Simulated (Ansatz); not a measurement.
# Work function of bcc Cs face by face (PBEsol)

Does the work function of Cs follow how densely a face is packed?

All values are computed: Ansatz 0.2.0, PBEsol, plane waves, scalar-relativistic unless marked; slabs or sheets with vacuum, the vacuum level from the planar mean of the electrostatic potential.

| face | atoms in the slab | top-layer atoms per Å² | work function (eV) |
| --- | --- | --- | --- |
| (111) | 12 | 0.016 | 1.97 |
| (211) | 8 | 0.022 | 2.00 |
| (100) | 6 | 0.027 | 2.00 |
| (110) | 4 | 0.038 | 2.10 |

The densest face listed is +0.13 eV against the most open one. That fits Smoluchowski's order, though a step this small is near the scatter of thin slabs: on an open face electrons flow from the ridges into the troughs, which leaves a dipole with its positive end outwards and lowers the barrier.

The slabs are 1×1 cuts on the parent's lattice, 12.9 to 18.4 Å between the outer relaxed layers.
